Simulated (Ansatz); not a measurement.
## Ca3AsCl2F: complex band structure

A new crystal, Ca3AsCl2F: structure, gap and complex bands. It is built by putting F for part of the Cl in the Ca3AsCl3 structure of space group Pm-3m, with the volume rescaled by atomic radii. The parent structure comes from the Materials Project.

Main program and level: Ansatz 0.2.0; PBE DFT, plane waves, PAW files, in the first sound run; inputs show where later runs differ.

The structure was built from a prototype and need not be the compound's stable phase.

## (1) The structure

Symmetry: P4/mmm, No. 123, tetragonal system. Conventional cell: a = 5.633 Å, b = 5.633 Å, c = 5.633 Å, α = 90.00°, β = 90.00°, γ = 90.00°. Nearest to Ca lie 2 As at 2.82 Å and 2 F at 2.82 Å and 2 Cl at 2.82 Å. Nearest to Ca lie 2 As at 2.82 Å and 4 Cl at 2.82 Å. Nearest to As lie 6 Ca at 2.82 Å. Nearest to F lie 4 Ca at 2.82 Å. Nearest to Cl lie 4 Ca at 2.82 Å. It derives from Ca3AsCl3. F for part of the Cl in the Ca3AsCl3 structure of space group Pm-3m. Farther neighbours and most contacts between anions are not listed.

## (2) Relaxing the new crystal

The substituted atoms don't fit the parent's cell, so cell and atoms relax together. A small smearing keeps the run stable in case the gap closes on the way.

input.yaml

```yaml
crystal:
  lattice:
    - [5.6329891931, 0.0, 0.0]
    - [0.0, 5.6329891931, 0.0]
    - [0.0, 0.0, 5.6329891931]
  atoms:
    - { symbol: Ca, position: [0.5, 0.0, 0.0] }
    - { symbol: Ca, position: [0.0, 0.5, 0.0] }
    - { symbol: Ca, position: [0.0, 0.0, 0.5] }
    - { symbol: As, position: [0.0, 0.0, 0.0] }
    - { symbol: F, position: [0.5, 0.0, 0.5] }
    - { symbol: Cl, position: [0.5, 0.5, 0.0] }
    - { symbol: Cl, position: [0.0, 0.5, 0.5] }
kpoints:
  mp_grid: { grid: [4, 4, 4] }
scf:
  occupations: { method: gaussian, width: 0.03 }
hamiltonian:
  xc: pbe
output:
  forces: true
  stress: true
relax:
  f_tol: 0.02
  max_steps: 60
  cell: {}
```

Started as:

```
ansatz run input.yaml --threads 2 --pin off --max-ram 4096MiB --backend cpu --events-out ev --progress --plain --runs-dir out
```

Numbers of over 12 decimals in the logs are rounded to 6 here.

The log of the run:

```text
Engine: ansatz 0.2.0, aarch64-unknown-linux-gnu
Pseudopotentials: kind: paw
Pseudopotential: Ca, paw, valence charge 10, recommended cutoff 420 eV (normal), Ca.paw.azcp
Pseudopotential: As, paw, valence charge 15, recommended cutoff 420 eV (normal), As.paw.azcp
Pseudopotential: F, paw, valence charge 7, recommended cutoff 420 eV (normal), F.paw.azcp
Pseudopotential: Cl, paw, valence charge 7, recommended cutoff 420 eV (normal), Cl.paw.azcp
Functional definition: PBE
  parameter kappa = 0.804
  parameter beta = 0.066725
  exchange = pbe_x(kappa = kappa, mu = beta*pi^2/3)
  correlation = pbe_c(beta = beta)
Crystal: 7 atoms, lattice volume = 178.738 Å³
Basis set: ecut = 420 eV, 3431 PW (Γ), exchange–correlation on 80×80×80 points (8 copies of the dense FFT grid, shifted against one another)
Bands: 40, of which v1, the nominal top of the filled ones, is band 33 counted from 1 (32 counted from 0)
Symmetry: 16 space group operations
Space group: P4/mmm (ITA 123), of the structure as read, at distance tolerance 5.6e-5 Å
k-points: 18 of 64
Non-local potential: Ca, projectors of the file, l = 0: 3, l = 1: 2, l = 2: 2
Non-local potential: As, projectors of the file, l = 0: 2, l = 1: 2, l = 2: 3, l = 3: 1
Non-local potential: F, projectors of the file, l = 0: 2, l = 1: 2, l = 2: 1
Non-local potential: Cl, projectors of the file, l = 0: 2, l = 1: 2, l = 2: 2
PAW form: soft (Blöchl's): semilocal exchange-correlation on the pseudo side does not see the compensation charge
PAW one-centre angular grid: Ca, 110 points (default); XC on 64 Gauss nodes
PAW one-centre angular grid: As, 590 points (default); XC on 64 Gauss nodes
PAW one-centre angular grid: F, 110 points (default); XC on 64 Gauss nodes
PAW one-centre angular grid: Cl, 110 points (default); XC on 64 Gauss nodes
Initial density: superposition of atomic densities (neutral atoms: chi_scale 0, normalization atom), corrected by the library's trained network
Initial wavefunctions: pseudopotential atomic-orbital guess
Functional: x = pbe(κ = 0.804, μ = 0.219515), c = pbe(β = 0.066725)
SCF iter   1: F=—  HF=-13286.557881 eV  |F-HF|=—  |Δ(HF+E_count)|=         —  Δρ=1.19e-3  dr2=2.01e-3  ethr=1.77e-3  ⟨swp⟩=12.4  Hψ=3949  notcnv=0
preconditioner: auto → Resta (q_TF=auto, 2.311 Å⁻¹)  ε∞=3.9  [insulator: Δε(μ)=1.784 eV  Ē_g=8.963 eV  σ=0.030 eV  W_gap=1.00  n_scr=32 (ndim 8)  ℏωp=15.2 eV  f_vac=0.102  D(μ)=0.00/eV (n_scr^D=0)  ε∞_Penn≈3.9]
SCF iter   2: F=—  HF=-13286.559716 eV  |F-HF|=—  |Δ(HF+E_count)|=   1.84e-3  Δρ=6.95e-4  dr2=6.48e-4  ethr=3.05e-6  ⟨swp⟩=2.5  Hψ=1573  notcnv=0  defer=15
SCF iter   3: F=—  HF=-13286.559735 eV  |F-HF|=—  |Δ(HF+E_count)|=   1.92e-5  Δρ=3.11e-4  dr2=1.54e-4  ethr=9.82e-7  ⟨swp⟩=2.0  Hψ=1131  notcnv=0  defer=15
SCF iter   4: F=—  HF=-13286.559816 eV  |F-HF|=—  |Δ(HF+E_count)|=   8.09e-5  Δρ=1.33e-4  dr2=2.94e-5  ethr=2.33e-7  ⟨swp⟩=2.0  Hψ=929  notcnv=0  defer=15
SCF iter   5: F=—  HF=-13286.559498 eV  |F-HF|=—  |Δ(HF+E_count)|=   3.18e-4  Δρ=4.85e-5  dr2=6.45e-6  ethr=4.46e-8  ⟨swp⟩=2.1  Hψ=1154  notcnv=0  defer=15
SCF iter   6: F=—  HF=-13286.559501 eV  |F-HF|=—  |Δ(HF+E_count)|=   2.64e-6  Δρ=1.34e-5  dr2=7.81e-7  ethr=9.77e-9  ⟨swp⟩=2.0  Hψ=1221  notcnv=0  defer=15
SCF iter   7: F=—  HF=-13286.559501 eV  |F-HF|=—  |Δ(HF+E_count)|=   1.86e-8  Δρ=5.81e-6  dr2=1.29e-7  ethr=1.18e-9  ⟨swp⟩=2.0  Hψ=1221  notcnv=0  defer=15
SCF iter   8: F=-13286.559501 eV  HF=-13286.559501 eV  |F-HF|=1.18e-9  |Δ(HF+E_count)|=   2.63e-8  Δρ=2.84e-6  dr2=2.00e-8  ethr=1.52e-10  ⟨swp⟩=4.0  Hψ=2214  notcnv=0
SCF 1 converged in 8 iterations: F = -13286.559501 eV  dr2 = 2.00e-8
  greatest PAW one-centre occupation: 0.999 electrons in one spin orbital (limit 2), on the As atom at site 3 (counted from 0), in its partial waves of l = 2
relax step   1: F+E_penalty+E_count = -13286.55950094 eV  Δ(F+E_penalty+E_count) = +0.000e0 eV  max|allowed force component| = 2.679e-29 eV/Å  Δτ_max = 0.0000 Å  P = +0.768 GPa  Ω = 178.738 Å³  (8 SCF iters, dr2 threshold 1.00e-7 eV, accepted)
Crystal: 7 atoms, lattice volume = 182.571 Å³
Basis set: ecut = 420 eV, 3559 PW (Γ), exchange–correlation on 80×80×80 points (8 copies of the dense FFT grid, shifted against one another)
Initial density: handed on by an earlier stage of this run
Initial wavefunctions: those handed on with the density
iter 1 solved again at ethr=4.13e-5 eV; its pass at ethr=3.10e-3 eV (dr2=2.73e-2 eV) is discarded
SCF iter   1: F=—  HF=-13286.625196 eV  |F-HF|=—  |Δ(HF+E_count)|=         —  Δρ=3.03e-3  dr2=2.95e-2  ethr=4.13e-5  ⟨swp⟩=2.3  Hψ=4187  notcnv=0
preconditioner: auto → Resta (q_TF=auto, 2.303 Å⁻¹)  ε∞=3.8  [insulator: Δε(μ)=1.852 eV  Ē_g=8.957 eV  σ=0.030 eV  W_gap=1.00  n_scr=32 (ndim 8)  ℏωp=15.1 eV  f_vac=0.107  D(μ)=0.00/eV (n_scr^D=0)  ε∞_Penn≈3.8]
SCF iter   2: F=—  HF=-13286.617462 eV  |F-HF|=—  |Δ(HF+E_count)|=   7.73e-3  Δρ=1.66e-3  dr2=8.28e-3  ethr=4.13e-5  ⟨swp⟩=2.4  Hψ=1048  notcnv=0
SCF iter   3: F=—  HF=-13286.615108 eV  |F-HF|=—  |Δ(HF+E_count)|=   2.35e-3  Δρ=1.28e-3  dr2=3.03e-3  ethr=1.26e-5  ⟨swp⟩=2.0  Hψ=1288  notcnv=0
SCF iter   4: F=—  HF=-13286.614298 eV  |F-HF|=—  |Δ(HF+E_count)|=   8.11e-4  Δρ=2.62e-4  dr2=2.26e-4  ethr=4.60e-6  ⟨swp⟩=2.0  Hψ=1195  notcnv=0
SCF iter   5: F=—  HF=-13286.613965 eV  |F-HF|=—  |Δ(HF+E_count)|=   3.33e-4  Δρ=7.74e-5  dr2=2.54e-5  ethr=3.43e-7  ⟨swp⟩=2.3  Hψ=1180  notcnv=0
SCF iter   6: F=—  HF=-13286.613971 eV  |F-HF|=—  |Δ(HF+E_count)|=   5.72e-6  Δρ=1.93e-5  dr2=1.15e-6  ethr=3.85e-8  ⟨swp⟩=2.0  Hψ=942  notcnv=0
SCF iter   7: F=-13286.613972 eV  HF=-13286.613972 eV  |F-HF|=3.05e-7  |Δ(HF+E_count)|=   1.48e-6  Δρ=6.68e-6  dr2=1.27e-7  ethr=1.06e-9  ⟨swp⟩=4.0  Hψ=2478  notcnv=0
SCF 2 converged in 7 iterations: F = -13286.613972 eV  dr2 = 1.27e-7
relax step   2: F+E_penalty+E_count = -13286.61397180 eV  Δ(F+E_penalty+E_count) = -5.447e-2 eV  max|allowed force component| = 1.575e-29 eV/Å  Δτ_max = 0.0000 Å  P = -0.179 GPa  Ω = 182.571 Å³  energy of the carried Pulay correction = -1.978e-3 eV  (7 SCF iters, dr2 threshold 7.00e-7 eV, accepted)
Crystal: 7 atoms, lattice volume = 181.561 Å³
iter 1 solved again at ethr=2.28e-6 eV; its pass at ethr=3.10e-3 eV (dr2=1.51e-3 eV) is discarded
SCF iter   1: F=—  HF=-13286.616196 eV  |F-HF|=—  |Δ(HF+E_count)|=         —  Δρ=7.05e-4  dr2=1.69e-3  ethr=2.28e-6  ⟨swp⟩=2.7  Hψ=3657  notcnv=0
preconditioner: auto → Resta (q_TF=auto, 2.305 Å⁻¹)  ε∞=3.9  [insulator: Δε(μ)=1.913 eV  Ē_g=8.883 eV  σ=0.030 eV  W_gap=1.00  n_scr=32 (ndim 8)  ℏωp=15.1 eV  f_vac=0.102  D(μ)=0.00/eV (n_scr^D=0)  ε∞_Penn≈3.9]
SCF iter   2: F=—  HF=-13286.615752 eV  |F-HF|=—  |Δ(HF+E_count)|=   4.44e-4  Δρ=4.15e-4  dr2=3.81e-4  ethr=2.28e-6  ⟨swp⟩=2.0  Hψ=1164  notcnv=0
SCF iter   3: F=—  HF=-13286.615643 eV  |F-HF|=—  |Δ(HF+E_count)|=   1.09e-4  Δρ=1.51e-4  dr2=1.46e-4  ethr=5.78e-7  ⟨swp⟩=2.0  Hψ=1117  notcnv=0
SCF iter   4: F=—  HF=-13286.615272 eV  |F-HF|=—  |Δ(HF+E_count)|=   3.71e-4  Δρ=4.89e-5  dr2=1.07e-5  ethr=2.22e-7  ⟨swp⟩=2.1  Hψ=954  notcnv=0
SCF iter   5: F=—  HF=-13286.615272 eV  |F-HF|=—  |Δ(HF+E_count)|=   7.74e-7  Δρ=1.67e-5  dr2=1.11e-6  ethr=1.62e-8  ⟨swp⟩=2.0  Hψ=936  notcnv=0
SCF iter   6: F=-13286.615272 eV  HF=-13286.615272 eV  |F-HF|=8.87e-8  |Δ(HF+E_count)|=   4.29e-7  Δρ=4.52e-6  dr2=7.44e-8  ethr=3.04e-10  ⟨swp⟩=4.0  Hψ=2411  notcnv=0
SCF 3 converged in 6 iterations: F = -13286.615272 eV  dr2 = 7.44e-8
relax step   3: F+E_penalty+E_count = -13286.61527209 eV  Δ(F+E_penalty+E_count) = -1.300e-3 eV  max|allowed force component| = 3.229e-29 eV/Å  Δτ_max = 0.0000 Å  P = +0.053 GPa  Ω = 181.561 Å³  energy of the carried Pulay correction = -1.538e-3 eV  (6 SCF iters, dr2 threshold 2.01e-7 eV, accepted)
[...]
relax step   4: F+E_penalty+E_count = -13286.61521312 eV  Δ(F+E_penalty+E_count) = +5.897e-5 eV  max|allowed force component| = 8.903e-30 eV/Å  Δτ_max = 0.0000 Å  P = +0.002 GPa  Ω = 181.784 Å³  energy of the carried Pulay correction = -1.638e-3 eV  (6 SCF iters, dr2 threshold 9.91e-9 eV, accepted)
[...]
relax step   5: F+E_penalty+E_count = -13286.61806912 eV  Δ(F+E_penalty+E_count) = -2.856e-3 eV  max|allowed force component| = 6.945e-30 eV/Å  Δτ_max = 0.0000 Å  P = +0.028 GPa  Ω = 181.784 Å³  stress off target by 7.45e-2 GPa  SCF on the basis re-selected at this cell (its energy is not comparable with the rows above)  (7 SCF iters)
[...]
relax step   6: F+E_penalty+E_count = -13286.61803985 eV  Δ(F+E_penalty+E_count) = +2.927e-5 eV  max|allowed force component| = 7.086e-30 eV/Å  Δτ_max = 0.0000 Å  P = +0.002 GPa  Ω = 181.919 Å³  energy of the carried Pulay correction = -6.661e-5 eV  (6 SCF iters, dr2 threshold 1.39e-8 eV, accepted)
iter 1 solved again at ethr=7.22e-7 eV; its pass at ethr=3.10e-3 eV (dr2=4.77e-4 eV) is discarded
SCF iter   1: F=—  HF=-13286.618414 eV  |F-HF|=—  |Δ(HF+E_count)|=         —  Δρ=1.44e-5  dr2=2.23e-7  ethr=7.22e-7  ⟨swp⟩=3.1  Hψ=5750  notcnv=0
eigensolver tolerance schedule: the retry pair's looser diagonalisation over-reported the residual by 2134.46 of it (diagonalisation noise at 0.99 of the residual, at the tolerance the schedule requests for it); recorded, not acted on — ethr = c·dr2/N_el stays at c = 1.0e-1
preconditioner: auto → Resta (q_TF=auto, 2.304 Å⁻¹)  ε∞=3.9  [insulator: Δε(μ)=1.909 eV  Ē_g=8.895 eV  σ=0.030 eV  W_gap=1.00  n_scr=32 (ndim 8)  ℏωp=15.1 eV  f_vac=0.103  D(μ)=0.00/eV (n_scr^D=0)  ε∞_Penn≈3.9]
SCF iter   2: F=—  HF=-13286.618102 eV  |F-HF|=—  |Δ(HF+E_count)|=   3.12e-4  Δρ=1.38e-5  dr2=2.40e-7  ethr=3.38e-10  ⟨swp⟩=3.1  Hψ=1664  notcnv=0
SCF iter   3: F=—  HF=-13286.618102 eV  |F-HF|=—  |Δ(HF+E_count)|=   2.55e-8  Δρ=5.60e-6  dr2=4.10e-8  ethr=3.38e-10  ⟨swp⟩=2.0  Hψ=1111  notcnv=0
SCF iter   4: F=—  HF=-13286.618102 eV  |F-HF|=—  |Δ(HF+E_count)|=   6.76e-8  Δρ=2.93e-6  dr2=1.05e-8  ethr=6.22e-11  ⟨swp⟩=2.0  Hψ=798  notcnv=0
SCF iter   5: F=—  HF=-13286.618102 eV  |F-HF|=—  |Δ(HF+E_count)|=   2.27e-8  Δρ=6.85e-7  dr2=6.07e-10  ethr=1.60e-11  ⟨swp⟩=2.1  Hψ=1133  notcnv=0
SCF iter   6: F=-13286.618102 eV  HF=-13286.618102 eV  |F-HF|=2.18e-11  |Δ(HF+E_count)|=  6.88e-10  Δρ=8.12e-8  dr2=1.07e-11  ethr=1.00e-12  ⟨swp⟩=3.0  Hψ=2856  notcnv=0
SCF 7 converged in 6 iterations: F = -13286.618102 eV  dr2 = 1.07e-11
relax step   7: F+E_penalty+E_count = -13286.61810202 eV  Δ(F+E_penalty+E_count) = -6.217e-5 eV  max|allowed force component| = 6.325e-30 eV/Å  Δτ_max = 0.0000 Å  P = +0.002 GPa  Ω = 181.919 Å³  stress off target by 4.47e-3 GPa  SCF on the basis re-selected at this cell (its energy is not comparable with the rows above)  (6 SCF iters)
basis re-selected at this cell: Δ(F+E_penalty+E_count) = -6.217e-5 eV, ΔP = +0.000 GPa vs the last step (what re-selecting the basis moved, of the pressure what is left beyond the Pulay correction that the steps carried, after the strain that the cell walked since its last selection, with what the two solves' SCF thresholds leave and, on support functions, any second-order correction that the steps lacked; it is no m [...]
SCF converged after 6 iterations
Free energy (F): -13286.618102 eV
Harris-Foulkes:  -13286.618102 eV  (|F-HF|=2.18e-11)
Internal energy: -13286.618102 eV  (E = F + TS)
E sigma→0 (E₀):  -13286.618102 eV
Fermi energy:    6.089837 eV
--- Per-component energies (eV) ---
  E_band       = -821.544738
  E_kinetic    = 1467.410313
  E_local      = -6022.938339  (includes V_loc(G=0)·N_el)
  E_nonlocal   = -350.350063
  E_hartree    = 2524.217302
  E_xc         = -788.276757
  E_vxc        = -943.336257  (∫ρ·V_xc dr)
  E_paw        = -5928.881677  (= ΣΔE_a)
  E_vpaw       = -20.767047  (= ΣTr[D̂ρ^β])
  E_aug_tail   = 0.002213  (compensation charges beyond the density's cutoff)
  E_ewald      = -4187.801095
  E_smearing   = -0.000000  (= −TS)
  E_closure    = -0.000000  (closes the sum)
  Σ components = -13286.618102   (vs F -13286.618102, Δ=0.00e0)
--- Forces (eV/Å), atoms counted from 1 ---
  atom   1  Ca     0.00000000     0.00000000     0.00000000
  atom   2  Ca    -0.00000000     0.00000000    -0.00000000
  atom   3  Ca     0.00000000     0.00000000     0.00000000
  atom   4  As    -0.00000000     0.00000000    -0.00000000
  atom   5  F      0.00000000     0.00000000     0.00000000
  atom   6  Cl    -0.00000000    -0.00000000     0.00000000
  atom   7  Cl     0.00000000    -0.00000000     0.00000000
  max |Σ_I F_I| component: 1.94e-29 eV/Å
--- Stress (GPa, compression-positive) ---
        0.000348       0.000000       0.000000
        0.000000       0.004465       0.000000
        0.000000       0.000000       0.000348
  P = ⅓ Tr σ = 0.0017 GPa (0.017 kbar)
--- Relaxed structure (5 steps of the walk, 5 accepted, 2 SCFs on fresh bases) ---
  F+E_penalty+E_count = -13286.61810202 eV   max|allowed force component| = 6.325e-30 eV/Å   (the final SCF, on the basis selected at the relaxed cell)
  cell:  # Å, volume = 181.9191 Å³
    - [5.589093, 0.0, 0]
    - [0.0, 5.823653, 0.0]
    - [0, 0.0, 5.589093]
  atoms:
    - { symbol: Ca, position: [0.5, 0.0, 0] }
    - { symbol: Ca, position: [0, 0.5, 0] }
    - { symbol: Ca, position: [0, 0.0, 0.5] }
    - { symbol: As, position: [0, 0.0, 0] }
    - { symbol: F, position: [0.5, 0.0, 0.5] }
    - { symbol: Cl, position: [0.5, 0.5, 0] }
    - { symbol: Cl, position: [0, 0.5, 0.5] }
```

It took 32 s on 2 threads of Arm Neoverse V1, shared host; peak memory 0.49 GiB; 61 s of CPU time.

The steps of the relaxation:

```
step  energy less that of the first step (eV)  largest force component (eV/Å)  pressure (GPa)  volume (Å³)
   1                                   0.0000                          0.0000            0.77       178.74
   2                                  -0.0545                          0.0000           -0.18       182.57
   3                                  -0.0558                          0.0000            0.05       181.56
   4                                  -0.0557                          0.0000            0.00       181.78
  5*                                  -0.0586                          0.0000            0.03       181.78
   6                                  -0.0585                          0.0000            0.00       181.92
  7*                                  -0.0586                          0.0000            0.00       181.92
```

Relaxation steps marked * repeat the geometry before them on a plane-wave basis chosen anew for their cell, so energy and pressure can jump there.

Forces are held to the 16 operations that the run works with; a distortion that breaks them can't arise in this run.

```
conventional cell, symmetrised  before  after  change
                         a (Å)   5.633  5.589  -0.8 %
                         b (Å)   5.633  5.589  -0.8 %
                         c (Å)   5.633  5.824  +3.4 %
              volume (Å³/atom)   25.53  25.99  +1.8 %
```

Numbers from this step:

```yaml
free_energy: -13286.6181 eV
fermi_energy: 6.090 eV
pressure: 0.001720 GPa
```

The largest force component on a free atom ends at 6.3e-30 eV/Å.

## (3) Band edges

The energy window and the wavevectors of the next steps follow from the band edges, so these are searched first, off the mesh as well.

input.yaml

```yaml
crystal:
  lattice:
    - [5.5890934896, 0.0, 0.0]
    - [0.0, 5.8236534647, 0.0]
    - [0.0, 0.0, 5.5890934896]
  atoms:
    - { symbol: Ca, position: [0.5, 0.0, 0.0] }
    - { symbol: Ca, position: [0.0, 0.5, 0.0] }
    - { symbol: Ca, position: [0.0, 0.0, 0.5] }
    - { symbol: As, position: [0.0, 0.0, 0.0] }
    - { symbol: F, position: [0.5, 0.0, 0.5] }
    - { symbol: Cl, position: [0.5, 0.5, 0.0] }
    - { symbol: Cl, position: [0.0, 0.5, 0.5] }
kpoints:
  mp_grid: { grid: [4, 4, 4] }
  band_path: { path: [VBM, CBM], npoints: 30 }
scf:
  occupations: { method: fixed }
hamiltonian:
  xc: pbe
output:
  eigenvalues: true
  write_potential: true
  write_density: true
  volumetric_format: npy
```

The log of the run:

```text
[...]
Crystal: 7 atoms, lattice volume = 181.919 Å³
Basis set: ecut = 420 eV, 3559 PW (Γ)
Bands: 40, of which v1, the nominal top of the filled ones, is band 33 counted from 1 (32 counted from 0)
Symmetry: 16 space group operations
[...]
k-points: 18 of 64
[...]
SCF iter   1: F=—  HF=-13286.617037 eV  |F-HF|=—  |Δ(HF+E_count)|=         —  Δρ=9.95e-4  dr2=1.34e-3  ethr=1.77e-3  ⟨swp⟩=5.9  Hψ=2559  notcnv=0  defer=77
[...]
SCF iter   7: F=-13286.618535 eV  HF=-13286.618535 eV  |F-HF|=6.04e-9  |Δ(HF+E_count)|=   2.11e-8  Δρ=3.58e-6  dr2=4.09e-8  ethr=1.52e-10  ⟨swp⟩=17.7  Hψ=4181  notcnv=0
SCF 1 converged in 7 iterations: F = -13286.618535 eV  dr2 = 4.09e-8
[...]
NSCF: frozen V_eff on 40 k-points
[...]
SCF converged after 7 iterations
Free energy (F): -13286.618535 eV
[...]
Internal energy: -13286.618535 eV  (E = F + TS)
E sigma→0 (E₀):  -13286.618535 eV
Fermi energy:    5.135579 eV
[...]
--- Band table (eV; the first three rows and the last of 18) ---
  k-point 0: bands = [... 29 lower, 2.0624, 5.1316, 5.1356, 5.1356, 7.0441, 7.0441, 7.3721, 7.5752, ... 3 higher]
  k-point 1: bands = [... 29 lower, 2.0344, 4.3000, 4.8388, 4.9526, 7.1356, 7.7614, 7.8929, 8.1013, ... 3 higher]
  k-point 2: bands = [... 29 lower, 2.0080, 3.6769, 4.6351, 4.8080, 7.2429, 8.5101, 8.5634, 8.8730, ... 3 higher]
  k-point 17: bands = [... 29 lower, 2.2336, 3.7815, 3.7815, 3.8844, 8.9890, 9.3135, 9.7297, 9.7297, ... 3 higher]
```

The job ended after 20 s (2 threads; peak memory 0.46 GiB; 39 s of CPU time).

This step gave:

* free energy: -13286.6185 eV
* Fermi energy: 5.136 eV
* gap on the k-mesh: 1.909 eV
* gap on path: 1.909 eV, by band count; negative where bands overlap
* direct gap on path: 1.909 eV
* edge places on path: 0, 0 1/A along the path

Levels at VBM (eV): -4.30, -4.24, -4.24, -3.84, -3.59, -3.59, -3.15, -3.15, -3.07, 0.00, 0.00, 0.00, 1.91, 1.91, 2.24, 2.44, 3.76, 3.85, 4.09.

The searched edges give 1.91 eV, as on the mesh.

[end of part 1 of 4]

[Logs are printed without paths, hosts, clocks, repeated set-up lines and the standing remarks that a program may print on its own settings, such as how far it seeks lower states.]

[Hosts, paths, dates, database ids (printed as entryN), source tags and the programs' standing remarks are cut or masked in the printed files.]
